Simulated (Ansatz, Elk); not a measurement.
# CaMn2H2: X-ray structure factors from the self-consistent density

Structure refinements treat a crystal as free atoms side by side. For a made-up structure of CaMn2H2 (cell and positions from a PBE relaxation) the runs below show what the calculated density changes in F(hkl).

Main program and level: Elk 11.2.3 (patched build); DFT, PBE, all-electron APW+lo, Dirac cores, scalar-relativistic bands, static density, no spin.

The structure was built from a prototype and need not be the compound's stable phase.

## Step 1: Starting point

Symmetry: P-3m1, No. 164, trigonal system. The conventional cell has a = 3.677 Å, b = 3.677 Å, c = 5.124 Å, α = 90.00°, β = 90.00°, γ = 120.00°. Nearest to Mn lie 1 H at 1.58 Å. Nearest to Ca lie 6 H at 2.26 Å. Nearest to H lie 1 Mn at 1.58 Å and 3 Ca at 2.26 Å. Farther neighbours are not listed.

## Step 2: Ground state and structure factors

An all-electron density is needed, since X-rays see the cores too. Task 0 finds the density and task 195 Fourier-transforms it; tshift is off so that phases refer to the origin typed.

File elk.in:

```
tasks
  0
  195

xctype
  20

spinpol
  .false.

rgkmax
  7.0

gmaxvr
  14.0

lmaxo
  7

lmaxapw
  8

swidth
  0.002

tshift
  .false.

ramdisk
  .false.

hmaxvr
  5.5

maxscl
  120

epspot
  1e-06

sppath
  './'

avec
  6.94925565852 0.00000000000 0.00000000000
  -3.47462782926 6.01823193767 -0.00000000000
  0.00000000000 0.00000000000 9.68277583773

atoms
  3
  'Mn.in'
  2
  0.6666666667 0.3333333333 0.5385674096   0.000000 0.000000 0.000000
  0.3333333333 0.6666666667 0.4614325904   0.000000 0.000000 0.000000
  'Ca.in'
  1
  -0.0000000000 0.0000000000 0.0000000000   0.000000 0.000000 0.000000
  'H.in'
  2
  0.6666666667 0.3333333333 0.8475538986   0.000000 0.000000 0.000000
  0.3333333333 0.6666666667 0.1524461014   0.000000 0.000000 0.000000

ngridk
  7 7 5
```

Command:

```bash
$ OMP_NUM_THREADS=4 elk
```

Numbers of over 12 decimals in the logs are rounded to 6 here.

What it wrote:

```text
┌─────────────────────────┐
│ Elk code version 11.2.3 │
└─────────────────────────┘

All units are atomic (Hartree, Bohr, etc.)

┌─────────────────────────────────────────────────┐
│ Ground-state run starting from atomic densities │
└─────────────────────────────────────────────────┘

Lattice vectors :
   6.949255659       0.000000000       0.000000000
  -3.474627829       6.018231938      -0.000000000
   0.000000000       0.000000000       9.682775838

Reciprocal lattice vectors :
  0.9041522741      0.5220125589      -0.000000000
   0.000000000       1.044025118       0.000000000
  -0.000000000       0.000000000      0.6489033117

Unit cell volume      :    404.9553009
Brillouin zone volume :   0.6125372675

Muffin-tin inner radius fraction :   0.1000000000E-01

Nuclei treated as point charges

Species : 1 (Mn)
 parameters loaded from : Mn.in
 name : manganese
 nuclear charge    :   -25.00000000
 electronic charge :    25.00000000
 atomic mass :    100145.9370
 muffin-tin radius :    1.736009552
 number of radial points in muffin-tin :    993
 inner part over the whole radius :   0.9985847649E-02
 number on inner part of muffin-tin    :    694
 approximate nuclear radius :   0.7074591925E-04
 number of mesh points to nuclear radius :    337
 atomic positions (lattice), magnetic fields (Cartesian) :
  1 :  -0.33333333  0.33333333 -0.46143259    0.00000000  0.00000000  0.00000000
  2 :   0.33333333 -0.33333333  0.46143259    0.00000000  0.00000000  0.00000000

Species : 2 (Ca)
 parameters loaded from : Ca.in
 name : calcium
 nuclear charge    :   -20.00000000
 electronic charge :    20.00000000
 atomic mass :    73057.72475
 muffin-tin radius :    2.400000000
 number of radial points in muffin-tin :    993
 inner part over the whole radius :   0.9970789793E-02
 number on inner part of muffin-tin    :    698
 approximate nuclear radius :   0.6614485811E-04
 number of mesh points to nuclear radius :    321
 atomic positions (lattice), magnetic fields (Cartesian) :
  1 :   0.00000000  0.00000000  0.00000000    0.00000000  0.00000000  0.00000000

Species : 3 (H)
 parameters loaded from : H.in
 name : hydrogen
 nuclear charge    :   -1.000000000
 electronic charge :    1.000000000
 atomic mass :    1837.362221
 muffin-tin radius :    1.205837358
 number of radial points in muffin-tin :    393
 inner part over the whole radius :   0.9876523718E-02
 number on inner part of muffin-tin    :    257
 approximate nuclear radius :   0.2766748019E-04
 number of mesh points to nuclear radius :     78
 atomic positions (lattice), magnetic fields (Cartesian) :
  1 :  -0.33333333  0.33333333 -0.15244610    0.00000000  0.00000000  0.00000000
  2 :   0.33333333 -0.33333333  0.15244610    0.00000000  0.00000000  0.00000000

Total number of atoms per unit cell :    5
Total muffin-tin volume :    116.4249345
 ratio of muffin-tin to unit cell volume :   0.2875007051

Spin treatment :
 spin-unpolarised

Number of Bravais lattice symmetries :   24
Number of crystal symmetries         :   12
Crystal has inversion symmetry
Real symmetric eigensolver will be used

k-point grid :      7     7     5
k-point offset :    0.000000000       0.000000000       0.000000000
k-point set is reduced with full crystal symmetry group
Total number of k-points :       32

Muffin-tin radius times maximum |G+k| :    7.000000000
 using average radius
Maximum |G+k| for APW functions       :    4.225168236
Maximum (1/2)|G+k|²                   :    8.926023309
Maximum |G| for potential and density :    14.00000000
Constant for pseudocharge density :    8
 order of it for each species :   15  15  14
 order of it for pair densities of each species (exact exchange by exxq0 0: 16) :   11  15   4
Radial integration step length :    1

G-vector grid sizes :     32    32    45
Number of G-vectors :    18859

Maximum angular momentum used for
 APW functions            :    8
 outer part of muffin-tin :    7
 inner part of muffin-tin :    2

Total nuclear charge    :   -72.00000000
[...]
Estimated direct band gap   :   0.1377318567E-01
 at k-point 11

Charges :
 core                        :    30.00000000
 valence                     :    42.00000000
 interstitial                :    7.732757792
 muffin-tins (core leakage)
  species : 1 (Mn)
   atom 1                    :    22.35310656     ( -0.1783231092E-06)
   atom 2                    :    22.35310656     ( -0.1783231092E-06)
  species : 2 (Ca)
   atom 1                    :    18.11340287     ( -0.1986726321E-06)
  species : 3 (H)
   atom 1                    :   0.7238131079     (   0.000000000    )
   atom 2                    :   0.7238131079     (   0.000000000    )
 total in muffin-tins        :    64.26724221
 total calculated charge     :    71.99987409
 total charge                :    72.00000000
 error                       :   0.1259110043E-03

RMS change in Kohn-Sham potential (target) :    55.67630962     (  0.1000000000E-05)
Absolute change in total energy (target)   :   0.3133414669     (  0.1000000000E-03)

[... loops 3 to 22 left out ...]

┌──────────────────┐
│ Loop number : 23 │
└──────────────────┘

Energies :
 Fermi                       :     0.265678
 sum of occupied eigenvalues :     -1741.9510032440
 electron kinetic            :      3033.0790627363
 core electron kinetic       :      2749.0921538147
 Coulomb                     :     -5890.4592049522
 Coulomb potential           :     -4591.5555614660
 nuclear-nuclear             :     -426.52011984138
 electron-nuclear            :     -6346.1613196056
 Hartree                     :      882.22223449483
 Madelung                    :     -3594.6814242192
 xc potential                :     -183.47450451438
 exchange                    :     -138.30817211315
 correlation                 :     -3.167793
 electron entropic           :    -0.46495668657930E-03
 total energy                :     -2998.8565722153

Density of states at Fermi energy :    28.29283553
 (states/Hartree/unit cell)

Estimated indirect band gap :   0.6132197983E-02
 from k-point 15 to k-point 8
Estimated direct band gap   :   0.1771410174E-01
 at k-point 23

Charges :
 core                        :    30.00000000
 valence                     :    42.00000000
 interstitial                :    7.844413735
 muffin-tins (core leakage)
  species : 1 (Mn)
[...]
species : 2 (Ca)
[...]
species : 3 (H)
   atom 1                    :   0.6845309824     (   0.000000000    )
   atom 2                    :   0.6845309824     (   0.000000000    )
 total in muffin-tins        :    64.15558626
 total calculated charge     :    71.99988080
 total charge                :    72.00000000
 error                       :   0.1192026537E-03

RMS change in Kohn-Sham potential (target) :   0.1542063548E-06 (  0.1000000000E-05)
Absolute change in total energy (target)   :   0.1189946488E-06 (  0.1000000000E-03)

Convergence targets achieved

┌──────────────────┐
│ Loop number : 24 │
└──────────────────┘

Energies :
 Fermi                       :     0.265678
 sum of occupied eigenvalues :     -1741.9510032618
 electron kinetic            :      3033.0790627431
 core electron kinetic       :      2749.0921538008
 Coulomb                     :     -5890.4592049794
 Coulomb potential           :     -4591.5555614132
 nuclear-nuclear             :     -426.52011984138
 electron-nuclear            :     -6346.1613197134
 Hartree                     :      882.22223457534
 Madelung                    :     -3594.6814242728
 xc potential                :     -183.47450459170
 exchange                    :     -138.30817211709
 correlation                 :     -3.167793
 electron entropic           :    -0.46495668647794E-03
 total energy                :     -2998.8565722397

Density of states at Fermi energy :    28.29283549
 (states/Hartree/unit cell)

Estimated indirect band gap :   0.6132198061E-02
 from k-point 15 to k-point 8
Estimated direct band gap   :   0.1771410169E-01
 at k-point 23

Charges :
 core                        :    30.00000000
 valence                     :    42.00000000
 interstitial                :    7.844413732
 muffin-tins (core leakage)
  species : 1 (Mn)
   atom 1                    :    22.28502523     ( -0.1787663351E-06)
   atom 2                    :    22.28502523     ( -0.1787663351E-06)
  species : 2 (Ca)
   atom 1                    :    18.21647384     ( -0.1987067968E-06)
  species : 3 (H)
   atom 1                    :   0.6845309822     (   0.000000000    )
   atom 2                    :   0.6845309822     (   0.000000000    )
 total in muffin-tins        :    64.15558627
 total calculated charge     :    71.99988080
 total charge                :    72.00000000
 error                       :   0.1192026525E-03

┌──────────────────────────────┐
│ Self-consistent loop stopped │
└──────────────────────────────┘

Wrote STATE.OUT
```

Run time: 48 s. Hardware: 4 threads of Arm Neoverse V1, shared host; peak memory 0.16 GiB; 2.8 min of CPU time.

SFACRHO.OUT:

```text

h k l indices transformed by vhmat matrix:
   1.000000000       0.000000000       0.000000000    
   0.000000000       1.000000000       0.000000000    
   0.000000000       0.000000000       1.000000000    

      h      k      l  multipl.   |H|            Re(F)            Im(F)           |F|

      0      0      0      1   0.0000000       72.000001      0.10176538E-15   72.000001    
      0      0      1      2  0.64890331      -26.044194     -0.20306221E-14   26.044194    
     -1      0      0      6   1.0440251      -5.7361471     -0.30843503E-14   5.7361471    
      1     -1      1      6   1.2292534       42.472514     -0.10010418E-13   42.472514    
     -1      0     -1      6   1.2292534       24.303897      0.54079033E-14   24.303897    
      0      0      2      2   1.2978066       47.956781     -0.14598526E-14   47.956781    
      0     -1     -2      6   1.6656201      -15.254939     -0.98238202E-15   15.254939    
     -1      1      2      6   1.6656201       11.046763     -0.31392319E-14   11.046763    
     -1     -1      0      6   1.8083045       46.138910      0.67685804E-14   46.138910    
     -1      2      1     12   1.9212082      -18.564970     -0.71346180E-15   18.564970    
      0      0     -3      2   1.9467099      -12.832575     -0.12183732E-14   12.832575    
     -2      2      0      6   2.0880502      -3.9017292     -0.14335094E-13   3.9017292    
      0      2     -1      6   2.1865565       31.699118      0.14269236E-15   31.699118    
      0      2      1      6   2.1865565       18.494066     -0.28463010E-14   18.494066    
     -1      0     -3      6   2.2089971       5.2708816      0.32929006E-15   5.2708816    
      0     -1     -3      6   2.2089971       39.500246     -0.37319540E-15   39.500246    
      2     -1     -2     12   2.2258184       36.685542     -0.12644738E-13   36.685542    
     -2      0     -2      6   2.4585068      -12.543492     -0.19388324E-13   12.543492
```

Elk indexes on the primitive cell of elk.in and gives |H| = 4π sin θ/λ in inverse bohr. Below, one row stands for each form hkl of the conventional cell (m members, Friedel mates merged), F is for one primitive cell and the density is static (no thermal factor). Free-atom factors are Waasmaier and Kirfel's, and R is Σm||F|−|F'||/Σm|F|.

| hkl | m | sin θ/λ (Å⁻¹) | abs F, DFT | neutral atoms | diff. |
| --- | --- | --- | --- | --- | --- |
| 001 | 2 | 0.098 | 26.044 | 25.717 | +0.327 |
| 100 | 6 | 0.157 | 5.736 | 5.609 | +0.128 |
| 011 | 6 | 0.185 | 42.472 | 42.247 | +0.226 |
| 101 | 6 | 0.185 | 24.304 | 24.517 | -0.213 |
| 002 | 2 | 0.195 | 47.957 | 48.045 | -0.088 |
| 012 | 6 | 0.251 | 15.255 | 15.720 | -0.465 |
| 102 | 6 | 0.251 | 11.047 | 11.148 | -0.101 |
| 110 | 6 | 0.272 | 46.139 | 46.341 | -0.202 |
| 111 | 12 | 0.289 | 18.565 | 19.051 | -0.486 |
| 003 | 2 | 0.293 | 12.833 | 12.570 | +0.262 |
| 200 | 6 | 0.314 | 3.902 | 4.233 | -0.331 |
| 201 | 6 | 0.329 | 31.699 | 31.943 | -0.244 |
| 021 | 6 | 0.329 | 18.494 | 18.929 | -0.435 |
| 103 | 6 | 0.332 | 5.271 | 5.072 | +0.198 |
| 013 | 6 | 0.332 | 39.500 | 39.451 | +0.049 |
| 112 | 12 | 0.335 | 36.685 | 36.934 | -0.248 |
| 202 | 6 | 0.370 | 12.543 | 12.859 | -0.316 |
| 022 | 6 | 0.370 | 9.041 | 8.916 | +0.124 |
| 004 | 2 | 0.390 | 24.688 | 24.626 | +0.062 |
| 113 | 12 | 0.400 | 10.140 | 10.088 | +0.052 |
| 210 | 12 | 0.415 | 3.407 | 3.381 | +0.026 |
| 014 | 6 | 0.421 | 15.819 | 15.711 | +0.108 |

## Step 3: The highest occupied states alone

An energy window below the Fermi level keeps the highest occupied states, to see at which angles they scatter; shallow core shells can lie inside it and anion s states outside. No new self-consistency is needed.

Changes to elk.in since step 2:

```diff
@@ -1,3 +1,2 @@
 tasks
-  0
   195
@@ -40,2 +39,5 @@
 
+wsfac
+  -0.101820 0.565680
+
 sppath
```

Command:

```bash
$ OMP_NUM_THREADS=4 elk
```

What it wrote:

```text
┌─────────────────────────────────┐
│ Elk code version 11.2.3 started │
└─────────────────────────────────┘

Info(readinput): the functional depends on the density's gradient
 muffin-tin radial points multiplied by    2.00000
 (not where nrmtscf is given)

┌────────────────────┐
│ Current task : 195 │
└────────────────────┘
Info(checkmt): changed muffin-tin radius of species 1 (Mn) from   2.4000 to   1.7360
Info(checkmt): changed muffin-tin radius of species 3 (H) from   1.4000 to   1.2058

Info(sfacrho): density structure factors written to SFACRHO.OUT

 Energy window :  -0.1018200000      0.5656800000

┌──────────────────┐
│ Elk code stopped │
└──────────────────┘
```

The job ended after 6.7 s (4 threads; peak memory 0.16 GiB).

States within 10 eV below the Fermi level hold 18.00 electrons; any levels below the window count with the cores. Their amplitudes can exceed the total, where window and core parts have opposite phase:

| hkl | sin θ/λ (Å⁻¹) | abs F, window | abs F, all |
| --- | --- | --- | --- |
| 001 | 0.098 | 9.115 | 26.044 |
| 100 | 0.157 | 4.597 | 5.736 |
| 011 | 0.185 | 5.334 | 42.472 |
| 101 | 0.185 | 0.611 | 24.304 |
| 002 | 0.195 | 5.248 | 47.957 |
| 012 | 0.251 | 2.968 | 15.255 |
| 102 | 0.251 | 0.696 | 11.047 |
| 110 | 0.272 | 4.875 | 46.139 |
| 111 | 0.289 | 3.069 | 18.565 |
| 003 | 0.293 | 3.665 | 12.833 |

## Step 4: Another functional

The difference from free atoms is small, so it is set against the change that LDA (Perdew-Wang) makes.

Changes to elk.in since step 3:

```diff
@@ -1,2 +1,3 @@
 tasks
+  0
   195
@@ -4,3 +5,3 @@
 xctype
-  20
+  3
 
@@ -39,5 +40,2 @@
 
-wsfac
-  -0.101820 0.565680
-
 sppath
```

Command:

```bash
$ OMP_NUM_THREADS=4 elk
```

What it wrote:

```text
┌─────────────────────────┐
│ Elk code version 11.2.3 │
└─────────────────────────┘

All units are atomic (Hartree, Bohr, etc.)

┌─────────────────────────────────────────────────┐
│ Ground-state run starting from atomic densities │
└─────────────────────────────────────────────────┘

Lattice vectors :
   6.949255659       0.000000000       0.000000000
  -3.474627829       6.018231938      -0.000000000
   0.000000000       0.000000000       9.682775838

Reciprocal lattice vectors :
  0.9041522741      0.5220125589      -0.000000000
[...]
atom 2                    :    22.28908343     ( -0.3278009252E-05)
  species : 2 (Ca)
   atom 1                    :    18.23045160     ( -0.3473869095E-05)
  species : 3 (H)
   atom 1                    :   0.6630399398     (   0.000000000    )
   atom 2                    :   0.6630399398     (   0.000000000    )
 total in muffin-tins        :    64.13469835
 total calculated charge     :    71.99989314
 total charge                :    72.00000000
 error                       :   0.1068598428E-03

┌──────────────────────────────┐
│ Self-consistent loop stopped │
└──────────────────────────────┘

Wrote STATE.OUT
[key lines of the parts left out:]
total energy                :     -2993.0026876355
```

Wall time 28 s (4 threads); peak memory 0.16 GiB.

Against the first run R = 0.07 %; the largest change is -0.056 at 110.

## Step 5: A coarser k-mesh

About half the k-points along each axis test the sampling.

Changes to elk.in since step 4:

```diff
@@ -5,3 +5,3 @@
 xctype
-  3
+  20
 
@@ -63,2 +63,2 @@
 ngridk
-  7 7 5
+  4 4 2
```

Command:

```bash
$ OMP_NUM_THREADS=4 elk
```

What it wrote:

```text
┌─────────────────────────┐
│ Elk code version 11.2.3 │
└─────────────────────────┘

All units are atomic (Hartree, Bohr, etc.)

┌─────────────────────────────────────────────────┐
│ Ground-state run starting from atomic densities │
└─────────────────────────────────────────────────┘

Lattice vectors :
   6.949255659       0.000000000       0.000000000
  -3.474627829       6.018231938      -0.000000000
   0.000000000       0.000000000       9.682775838

Reciprocal lattice vectors :
  0.9041522741      0.5220125589      -0.000000000
[...]
atom 2                    :    22.28121572     ( -0.1787677135E-06)
  species : 2 (Ca)
   atom 1                    :    18.21575173     ( -0.1987069602E-06)
  species : 3 (H)
   atom 1                    :   0.6851321713     (   0.000000000    )
   atom 2                    :   0.6851321713     (   0.000000000    )
 total in muffin-tins        :    64.14844752
 total calculated charge     :    71.99989507
 total charge                :    72.00000000
 error                       :   0.1049283475E-03

┌──────────────────────────────┐
│ Self-consistent loop stopped │
└──────────────────────────────┘

Wrote STATE.OUT
[key lines of the parts left out:]
total energy                :     -2998.8525462800
```

It took 20 s on 4 threads; peak memory 0.16 GiB.

Against the first run R = 0.02 %; the largest change is -0.015 at 002.

## Step 6: Settings against the effect

| run | R against the first run (%) | R against neutral atoms, low angle (%) | wall time |
| --- | --- | --- | --- |
| PBE, rgkmax 7 | 0.00 | 1.20 | 48 s |
| LDA (Perdew-Wang) | 0.07 | 1.14 | 28 s |
| k-mesh 4×4×2 | 0.02 | 1.19 | 20 s |

## Step 7: Summary of results

- R against neutral atoms, sin θ/λ < 0.3 Å⁻¹: 1.20 %
- R against neutral atoms, 0.3 to 0.83 Å⁻¹: 0.42 %

**Reading.** Independent neutral atoms miss the calculated amplitudes by R = 1.20 % below 0.3 Å⁻¹ and 0.42 % from there to 0.83 Å⁻¹; by shells, 1.26 % below 0.15 Å⁻¹ (1 form), 1.20 % 0.15 to 0.3 (9 forms), 0.76 % 0.3 to 0.45 (17 forms), 0.35 % above 0.45 (106 forms). Bonding, aspherical density and the tables' own atoms all enter these figures, and the runs don't part them. The largest change of an amplitude is -0.49 electrons, at 111. The window's part falls from 18.0 electrons at the origin to at most 1.61 between 0.45 and 0.83 Å⁻¹, where compact states inside the window still scatter. Below 0.3 Å⁻¹ the changes that finished (LDA (Perdew-Wang) and k-mesh 4×4×2) move F by R = 0.11 % at most, against the 1.20 % that separates it from free atoms. The basis has no finished test. These runs have no spin, though d or f shells may be open. Part of the difference isn't bonding: the tables are fits to free atoms and ions calculated by other methods than this functional. Thermal motion, anomalous dispersion and extinction are left out.

[Logs are printed without paths, hosts, clocks, repeated set-up lines and the standing remarks that a program may print on its own settings, such as how far it seeks lower states.]

[Hosts, paths, dates, database ids (printed as entryN), source tags and the programs' standing remarks are cut or masked in the printed files.]
